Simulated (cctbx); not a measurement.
## Resonant diffraction in Ce7Al16W6

Space group Fm-3m (no. 225), a = 13.4450 Å, b = 13.4450 Å, c = 13.4450 Å, α = 90.00°, β = 90.00°, γ = 90.00°.

| atom | mult. | x | y | z | Ueq (Å²) |
| --- | --- | --- | --- | --- | --- |
| W1 | 24 | 0.7091 | 0 | 0 | 0.0052 |
| Ce1 | 24 | 0 | 3/4 | 3/4 | 0.0074 |
| Ce2 | 4 | 0 | 0 | 0 | 0.0077 |
| Al1 | 32 | 0.3415 | 0.8415 | 0.8415 | 0.0115 |
| Al2 | 32 | 0.1200 | 0.6200 | 0.6200 | 0.0123 |

This is a model crystal, built by substitution and not relaxed, with assumed displacement parameters.

Calculated with cctbx: free-atom f′ and f″ from the Sasaki tables, no fine structure; amplitudes in electrons.

```
E (eV)  F 4 4 0  F 2 2 2  F 4 2 2  F 0 0 4
  5123   2368.2    187.5    773.1   1866.1
  5473   2307.3    229.1    763.0   1805.7
  5603   2259.5    269.5    755.5   1757.8
  5663   2216.0    309.5    749.0   1714.0
  5693   2174.0    349.5    742.9   1671.8
  5708   2132.6    389.9    736.9   1630.0
  5715   2096.2    425.8    731.6   1593.4
  5719   2058.4    463.4    726.2   1555.4
  5727   2069.5    487.0    727.4   1577.5
  5731   2118.8    436.6    734.5   1626.5
  5738   2160.2    394.3    740.5   1667.8
  5753   2203.9    349.4    746.8   1711.3
  5783   2244.2    307.7    752.5   1751.4
  5873   2294.9    252.7    759.4   1801.8
  6123   2288.8    245.7    757.2   1795.0
```

**Question.** Which edge is crossed, and why do the reflections move as they do?

The L3 edge of Ce. The edge is at 5723 eV. f′ of Ce falls from -11.8 e at 5603 eV to -19.2 e at 4 eV below it, and f″ steps from 3.52 to 10.71 e across it. Over that approach |F| changes by -9 % (4 4 0), +72 % (2 2 2), -4 % (4 2 2) and -12 % (0 0 4): a reflection falls where Ce scatters in phase with the total and rises where it scatters against it; it hardly moves where the Ce term is small or cancels by symmetry. Above the edge the larger f″ enters the imaginary part, where it can add to or cancel the other atoms' f″. The structure is centrosymmetric, so Friedel mates stay equal.

[Logs are printed without paths, hosts, clocks, repeated set-up lines and the standing remarks that a program may print on its own settings, such as how far it seeks lower states.]
